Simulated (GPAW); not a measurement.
**CsPbBr3 (Pm-3m): G0W0 on several meshes in GPAW**

Aim: the GW shift of CsPbBr3 (Pm-3m) against the k mesh.

Method: LDA and many-body steps on it, plane waves, in GPAW 26.7.0.

## (1) Starting point

It takes space group Pm-3m (No. 221, cubic). Conventional cell: a = 5.949 Å, b = 5.949 Å, c = 5.949 Å, α = 90.00°, β = 90.00°, γ = 90.00°. Nearest to Cs lie 12 Br at 4.21 Å. Nearest to Pb lie 6 Br at 2.97 Å. Nearest to Br lie 2 Pb at 2.97 Å and 4 Cs at 4.21 Å. Farther neighbours and most contacts between anions are not listed.

Structure file:

```
Cs Pb Br
1.0
     5.94863    0.00000    0.00000
     0.00000    5.94863    0.00000
     0.00000    0.00000    5.94863
Cs Pb Br
1 1 3
Cartesian
  0.0000 0.0000 0.0000
  2.9743 2.9743 2.9743
  2.9743 2.9743 0.0000
  2.9743 0.0000 2.9743
  0.0000 2.9743 2.9743
```

The cell and positions are those that the Materials Project relaxed with its own functionals (PBE, PBE+U or r2SCAN), kept fixed. Spin-orbit coupling is left out unless a step names it.

## (2) Empty states on the mesh, 4×4×4 mesh, 977 bands

This step: GPAW 26.7.0; DFT, LDA, plane waves, PAW.

The sums over transitions need many empty states on a uniform mesh; this step solves for them.

Input file run.py:

```python
import json
import numpy as np
from gpaw.mpi import world
from gpaw import GPAW

calc = GPAW('gs.gpw').fixed_density(kpts={'size': (4, 4, 4), 'gamma': True},
    parallel={'domain': 1, 'band': 1},
    txt='nscf.txt')
calc.diagonalize_full_hamiltonian(nbands=977)
calc.write('full.gpw', mode='all')
res = {}
kpts = calc.get_ibz_k_points()
res['kpts'] = kpts
res['eigenvalues'] = [calc.get_eigenvalues(kpt=k) for k in range(len(kpts))]
res['n_electrons'] = calc.get_number_of_electrons()

if world.rank == 0:
    with open('result.json', 'w') as f:
        json.dump(res, f, default=lambda x: x.tolist())
```

The run is started by

```bash
$ mpirun -n 4 gpaw python run.py
```

Numbers of over 12 decimals in the logs are rounded to 6 here.

Output:

```text
Diagonalizing LCAO Hamiltonian
Converting LCAO to pw mode
convergence criteria:
- Maximum integral of absolute [eigenst]ate change: 4e-08 eV^2 / valence electron
maximum number of iterations: 100

SCF iterations
|iter     |     time |      energy | eigst |  dens |
|iter:   1|  |             | +1.04 |       |
|iter:   2|  |             | -0.07 |       |
|iter:   3|  |             | -1.01 |       |
[...]
|iter:  29|  |             | -7.10 |       |
|iter:  30|  |             | -7.35 |       |
|iter:  31|  |             | -7.54c|       |
SCF steps: 31
  __  _  _
 | _ |_)|_||  |
 |__||  | ||/\| - 26.7.0

Input parameters:
  mode=PW(ecut=450.000000),
  convergence={'density': 1e-06, 'bands': -3},
  gpts=array([30, 30, 30]),
  kpts=MonkhorstPack(size=(4, 4, 4), gamma=True),
  maxiter=100,
  nbands=30,
  occupations=Occupations(name='fermi-dirac', width=0.001, fixmagmom=False),
  parallel={'domain': 1, 'band': 1},
  xc=XC(name='LDA')
Matrix size: 4581x4581
# Writing to full.gpw (mode='all')
  [... matrices ...]

timing:  # [seconds]
  Total: 115.830  # ━━━━━━━━━━━━━━━━━━━━━━━━━━━━━━━━━━━━━━━━━━━━━━━━━━━━━━━━━
```

It took 2.1 min on 4 MPI ranks of AMD EPYC 9R14 (Zen 4), shared host; peak memory 7.7 GiB.

Numbers from this step:

```
gap                                                           : 1.482 eV
k of the valence top                                          : 0.5, 0.5, 0.5
k of the conduction bottom                                    : 0.5, 0.5, 0.5
least direct gap                                              : 1.482 eV
k points computed                                             : 10
lowest point of the top converged band, above the valence top : 152.3105 eV
```

On this mesh the gap is 1.482 eV.

## (3) 4×4×4

G0W0 replaces the xc potential by the self-energy, built once from these orbitals. Only a window of levels is corrected, while the sums run over the empty bands that the input names.

This step: G0W0 on LDA, plane waves, PAW.

Input file run.py:

```python
import json
import numpy as np
from gpaw.mpi import world
from gpaw.response.g0w0 import G0W0

gw = G0W0('full.gpw',
    filename='gw',
    kpts=[0, 9],
    bands=(20, 24),
    ecut=96,
    nbands=449,
    integrate_gamma='WS',
    ppa=True)
gw.calculate()
res = {mode: {k: v for k, v in r.items() if k != 'sigma_eskwn'}
       for mode, r in gw.all_results.items()}

if world.rank == 0:
    with open('result.json', 'w') as f:
        json.dump(res, f, default=lambda x: x.tolist())
```

The run is started by

```bash
$ mpirun -n 4 gpaw python run.py
```

Output:

```text
Using integrator: PointIntegrator
FrequencyGridDescriptor(from 0.000+0.000j to 0.000+27.211j eV, 2 points)
Nonperiodic BCs:  [False False False]
Using integrator: PointIntegrator
FrequencyGridDescriptor(from 0.000+0.000j to 0.000+27.211j eV, 2 points)
Nonperiodic BCs:  [False False False]
  ___  _ _ _
 |   || | | |
 | | || | | |
 |__ ||_____|
 |___|

BZ k-points: Symmetries present (total): 48

  [... matrices ...]
64 k-points: 4 x 4 x 4 Monkhorst-Pack grid + [1/8,1/8,1/8]
10 k-points in the irreducible part of the Brillouin zone
       k-points in crystal coordinates                weights
   0:     0.00000000    0.00000000    0.00000000          1/64
   1:     0.25000000    0.00000000    0.00000000          6/64
   2:     0.25000000    0.25000000    0.00000000         12/64
   3:     0.25000000    0.25000000    0.25000000          8/64
   4:     0.50000000    0.00000000    0.00000000          3/64
   5:     0.50000000    0.25000000    0.00000000         12/64
   6:     0.50000000    0.25000000    0.25000000         12/64
   7:     0.50000000    0.50000000    0.00000000          3/64
   8:     0.50000000    0.50000000    0.25000000          6/64
   9:     0.50000000    0.50000000    0.50000000          1/64

Distributing spins, k-points and bands (1 x 2 x 4) over 4 processes
Number of blocks: 1

Quasi particle states:
k-points (IBZ indices): [0, 9]
Band range: (20, 24)
  [... matrices ...]
Computational parameters:
Plane wave cut-off: 96 eV
Number of bands: 449
Coulomb cutoff: None
Broadening: 0.1 eV

fxc modes: GW
Kernel: RPA
Using Godby-Needs plasmon-pole approximation:
  Fitting energy: i*E0, E0 = 1.000 Hartree
Summing all q:

Calculating screened Coulomb potential
No Coulomb truncation
FrequencyGridDescriptor(from 0.000+0.000j to 0.000+27.211j eV, 2 points)
Removing empty qpoint cache files...

Calculating chi0 body with:
    Ground state adapter containing:
    Number of spins: 1
    Number of kpoints: 64
    Number of irreducible kpoints: 10
    Number of completely occupied states: 22
    Number of partially occupied states: 22
    Occupied states memory: 9.063720703125 M / cpu

    Linear response parametrization:
    q_c: [0.0, 0.0, 0.0]
    Number of frequency points: 2
    Planewave cutoff: 96.0
    Number of bands: 449
    Number of planewaves: 461
    Broadening (eta): 1e-06
    comm.size: 4
    kncomm.size: 4
    blockcomm.size: 1

    Memory estimate of potentially large arrays:
        chi0_wGG: 6.485626 M / cpu
Integrating chi0 body.

Symmetries of q_c:
    Direct symmetries (Uq -> q): 48
    Indirect symmetries (TUq -> q): 0
In total 48 allowed symmetries.

  [... matrices ...]
10 groups of equivalent kpoints. 84.375% reduction.

Integral kind: response function
Integrating chi0 head and wings.

Symmetries of q_c:
    Direct symmetries (Uq -> q): 48
    Indirect symmetries (TUq -> q): 0
In total 48 allowed symmetries.

  [... matrices ...]
10 groups of equivalent kpoints. 84.375% reduction.

Integral kind: response function wings

Calculating chi0 body with:
    Ground state adapter containing:
    Number of spins: 1
    Number of kpoints: 64
    Number of irreducible kpoints: 10
    Number of completely occupied states: 22
    Number of partially occupied states: 22
    Occupied states memory: 9.063720703125 M / cpu

[... the further q-points ...]

Results:
f:      Occupation numbers
eps:     KS-eigenvalues [eV]
vxc:     KS vxc [eV]
exx:     Exact exchange [eV]
sigma:   Self-energies [eV]
dsigma:  Self-energy derivatives
Z:       Renormalization factors
qp:      QP-energies [eV]

k-point 0 (0): (0.000, 0.000, 0.000)                GW
band       f     eps     vxc     exx   sigma  dsigma       Z      qp
                                                                   GW
  20   1.000   0.044 -15.612 -19.179   2.405  -0.277   0.783  -0.866
  21   1.000   0.044 -15.612 -19.179   2.405  -0.277   0.783  -0.866
  22   0.000   4.667  -7.661  -3.651  -3.174  -0.179   0.848   5.376
  23   0.000   5.937  -7.280  -3.214  -3.174  -0.177   0.849   6.694

k-point 1 (9): (0.500, 0.500, 0.500)                GW
band       f     eps     vxc     exx   sigma  dsigma       Z      qp
                                                                   GW
  20   1.000   0.411 -15.974 -19.522   2.383  -0.274   0.785  -0.502
  21   1.000   1.810 -17.890 -19.022   0.881  -0.246   0.802   1.609
  22   0.000   3.291 -12.054  -8.085  -3.066  -0.219   0.820   4.032
  23   0.000   3.291 -12.054  -8.085  -3.066  -0.219   0.820   4.032
```

Run time: 8.3 min. Hardware: 4 MPI ranks; peak memory 2.7 GiB; 33 min of CPU time.

This step gave:

```
G0W0 gap on the points computed              : 2.423 eV
least direct G0W0 gap on the computed points : 2.423 eV
Z at the valence top                         : 0.8023
Z at the conduction bottom                   : 0.8205
starting gap on the mesh                     : 1.482 eV
k of the valence top                         : 0.5, 0.5, 0.5
k of the conduction bottom                   : 0.5, 0.5, 0.5
```

The gap on the mesh goes from 1.48 eV to 2.42 eV, a correction of +0.94 eV.

## (4) Empty states on the mesh, 2×2×2 mesh, 459 bands

This step: DFT, LDA, plane waves, PAW.

Input file run.py:

```python
import json
import numpy as np
from gpaw.mpi import world
from gpaw import GPAW

calc = GPAW('gs.gpw').fixed_density(kpts={'size': (2, 2, 2), 'gamma': True},
    parallel={'domain': 1, 'band': 1},
    txt='nscf.txt')
calc.diagonalize_full_hamiltonian(nbands=459)
calc.write('full.gpw', mode='all')
res = {}
kpts = calc.get_ibz_k_points()
res['kpts'] = kpts
res['eigenvalues'] = [calc.get_eigenvalues(kpt=k) for k in range(len(kpts))]
res['n_electrons'] = calc.get_number_of_electrons()

if world.rank == 0:
    with open('result.json', 'w') as f:
        json.dump(res, f, default=lambda x: x.tolist())
```

The run is started by

```bash
$ mpirun -n 4 gpaw python run.py
```

Output:

```text
Diagonalizing LCAO Hamiltonian
Converting LCAO to pw mode
convergence criteria:
- Maximum integral of absolute [eigenst]ate change: 4e-08 eV^2 / valence electron
maximum number of iterations: 100

SCF iterations
|iter     |     time |      energy | eigst |  dens |
|iter:   1|  |             | +1.02 |       |
|iter:   2|  |             | +0.38 |       |
|iter:   3|  |             | -0.77 |       |
[...]
|iter:  15|  |             | -7.26 |       |
|iter:  16|  |             | -7.39 |       |
|iter:  17|  |             | -7.58c|       |
SCF steps: 17
  __  _  _
 | _ |_)|_||  |
 |__||  | ||/\| - 26.7.0

Input parameters:
  mode=PW(ecut=450.000000),
  convergence={'density': 1e-06, 'bands': -3},
  gpts=array([30, 30, 30]),
  kpts=MonkhorstPack(size=(2, 2, 2), gamma=True),
  maxiter=100,
  nbands=30,
  occupations=Occupations(name='fermi-dirac', width=0.001, fixmagmom=False),
  parallel={'domain': 1, 'band': 1},
  xc=XC(name='LDA')
Matrix size: 4553x4553
# Writing to full.gpw (mode='all')
  [... matrices ...]

timing:  # [seconds]
  Total: 36.363  # ━━━━━━━━━━━━━━━━━━━━━━━━━━━━━━━━━━━━━━━━━━━━━━━━━━━━━━━━━━
```

The job ended after 42 s (4 MPI ranks; peak memory 6 GiB).

Numbers from this step:

```yaml
gap: 1.482 eV
k_of_the_valence_top: 0.5, 0.5, 0.5
k_of_the_conduction_bottom: 0.5, 0.5, 0.5
least_direct_gap: 1.482 eV
k_points_computed: 4
lowest_point_of_the_top_converged_band_above_the_valence_top: 89.0333 eV
```

On this mesh the gap is 1.482 eV.

## (5) 2×2×2

This step: G0W0 on LDA, plane waves, PAW.

Input file run.py:

```python
import json
import numpy as np
from gpaw.mpi import world
from gpaw.response.g0w0 import G0W0

gw = G0W0('full.gpw',
    filename='gw',
    kpts=[0, 3],
    bands=(20, 24),
    ecut=96,
    nbands=449,
    integrate_gamma='WS',
    ppa=True)
gw.calculate()
res = {mode: {k: v for k, v in r.items() if k != 'sigma_eskwn'}
       for mode, r in gw.all_results.items()}

if world.rank == 0:
    with open('result.json', 'w') as f:
        json.dump(res, f, default=lambda x: x.tolist())
```

The run is started by

```bash
$ mpirun -n 4 gpaw python run.py
```

Output:

```text
Using integrator: PointIntegrator
FrequencyGridDescriptor(from 0.000+0.000j to 0.000+27.211j eV, 2 points)
Nonperiodic BCs:  [False False False]
Using integrator: PointIntegrator
FrequencyGridDescriptor(from 0.000+0.000j to 0.000+27.211j eV, 2 points)
Nonperiodic BCs:  [False False False]
  ___  _ _ _
 |   || | | |
 | | || | | |
 |__ ||_____|
 |___|

BZ k-points: Symmetries present (total): 48

  [... matrices ...]
8 k-points: 2 x 2 x 2 Monkhorst-Pack grid + [1/4,1/4,1/4]
4 k-points in the irreducible part of the Brillouin zone
       k-points in crystal coordinates                weights
   0:     0.00000000    0.00000000    0.00000000          1/8
   1:     0.50000000    0.00000000    0.00000000          3/8
   2:     0.50000000    0.50000000    0.00000000          3/8
   3:     0.50000000    0.50000000    0.50000000          1/8

Distributing spins, k-points and bands (1 x 2 x 4) over 4 processes
Number of blocks: 1

Quasi particle states:
k-points (IBZ indices): [0, 3]
Band range: (20, 24)
  [... matrices ...]
Computational parameters:
Plane wave cut-off: 96 eV
Number of bands: 449
Coulomb cutoff: None
Broadening: 0.1 eV

fxc modes: GW
Kernel: RPA
Using Godby-Needs plasmon-pole approximation:
  Fitting energy: i*E0, E0 = 1.000 Hartree
Summing all q:

Calculating screened Coulomb potential
No Coulomb truncation
FrequencyGridDescriptor(from 0.000+0.000j to 0.000+27.211j eV, 2 points)
Removing empty qpoint cache files...

Calculating chi0 body with:
    Ground state adapter containing:
    Number of spins: 1
    Number of kpoints: 8
    Number of irreducible kpoints: 4
    Number of completely occupied states: 22
    Number of partially occupied states: 22
    Occupied states memory: 9.063720703125 M / cpu

    Linear response parametrization:
    q_c: [0.0, 0.0, 0.0]
    Number of frequency points: 2
    Planewave cutoff: 96.0
    Number of bands: 449
    Number of planewaves: 461
    Broadening (eta): 1e-06
    comm.size: 4
    kncomm.size: 4
    blockcomm.size: 1

    Memory estimate of potentially large arrays:
        chi0_wGG: 6.485626 M / cpu
Integrating chi0 body.

Symmetries of q_c:
    Direct symmetries (Uq -> q): 48
    Indirect symmetries (TUq -> q): 0
In total 48 allowed symmetries.

  [... matrices ...]
4 groups of equivalent kpoints. 50.0% reduction.

Integral kind: response function
Integrating chi0 head and wings.

Symmetries of q_c:
    Direct symmetries (Uq -> q): 48
    Indirect symmetries (TUq -> q): 0
In total 48 allowed symmetries.

  [... matrices ...]
4 groups of equivalent kpoints. 50.0% reduction.

Integral kind: response function wings

Calculating chi0 body with:
    Ground state adapter containing:
    Number of spins: 1
    Number of kpoints: 8
    Number of irreducible kpoints: 4
    Number of completely occupied states: 22
    Number of partially occupied states: 22
    Occupied states memory: 9.063720703125 M / cpu

    Linear response parametrization:
[... the further q-points ...]

Results:
f:      Occupation numbers
eps:     KS-eigenvalues [eV]
vxc:     KS vxc [eV]
exx:     Exact exchange [eV]
sigma:   Self-energies [eV]
dsigma:  Self-energy derivatives
Z:       Renormalization factors
qp:      QP-energies [eV]

k-point 0 (0): (0.000, 0.000, 0.000)                GW
band       f     eps     vxc     exx   sigma  dsigma       Z      qp
                                                                   GW
  20   1.000   0.044 -15.612 -19.197   2.500  -0.284   0.779  -0.801
  21   1.000   0.044 -15.612 -19.197   2.500  -0.284   0.779  -0.802
  22   0.000   4.667  -7.661  -3.624  -3.366  -0.191   0.840   5.231
[...]
k-point 1 (3): (0.500, 0.500, 0.500)                GW
band       f     eps     vxc     exx   sigma  dsigma       Z      qp
                                                                   GW
[...]
22   0.000   3.291 -12.054  -7.689  -3.393  -0.229   0.814   4.082
  23   0.000   3.291 -12.054  -7.689  -3.392  -0.229   0.814   4.082
```

The job ended after 70 s (4 MPI ranks; peak memory 2.4 GiB; 4.6 min of CPU time).

Numbers from this step:

| Quantity | Value |
| --- | --- |
| G0W0 gap on the points computed | 2.600 eV |
| least direct G0W0 gap on the computed points | 2.600 eV |
| Z at the valence top | 0.7951 |
| Z at the conduction bottom | 0.8135 |
| starting gap on the mesh | 1.482 eV |
| k of the valence top | 0.5, 0.5, 0.5 |
| k of the conduction bottom | 0.5, 0.5, 0.5 |

Against G0W0 in GPAW (4×4×4 mesh, 449 bands, screening to 96 eV, Godby-Needs plasmon pole), the gap moves by +0.177 eV.

## (6) Side by side

Times are wall times on 4 MPI ranks of AMD EPYC 9R14 (Zen 4), shared host, good to a factor of about two.

```tsv
run	mesh	bands	screening cutoff (eV)	DFT gap (eV)	gap on the mesh (eV)	direct (eV)	time
4×4×4	4×4×4	449	96	1.482	2.423	2.423	8.3 min
2×2×2	2×2×2	449	96	1.482	2.600	2.600	70 s
```

## (7) Results

```yaml
4x4x4: 2.423 eV
2x2x2: 2.600 eV
known_limits: not at the basis limit; no spin-orbit coupling; coarse k mesh
```

What this shows: 2×2×2: +0.177 eV against 4×4×4. Bands and cutoff are finite, so the gap is not at the basis limit. The miss can reach some tenths of an eV and take either sign; the mesh is an error of its own. These stock PAW sets were not made for GW; the filled d or f shell of Br lies in the frozen core, which bears on start and correction. In the G0W0 runs levels were corrected at 2 k points alone, so a gap called «on the mesh» is the least over those, and an edge elsewhere would be missed. Where an edge is built on 6p states of lead, bismuth or thallium, scalar-relativistic gaps usually stand too wide, by a few tenths to over one eV. This is the ideal cubic cell; many perovskites, halides above all, are cubic only on average, and local tilts or off-centring can widen the gap. The many-body steps are scalar-relativistic: spin-orbit coupling is not in them.

[Paths, hosts, dates, memory and timing lines, banners, echoed tables and standing remarks are left out of the program output.]

[Logs are printed without paths, hosts, clocks, repeated set-up lines and the standing remarks that a program may print on its own settings, such as how far it seeks lower states.]

[Runs of the session that timed out or met a known fault of the program may be left out.]

[Hosts, paths, dates, database ids (printed as entryN), source tags and the programs' standing remarks are cut or masked in the printed files.]
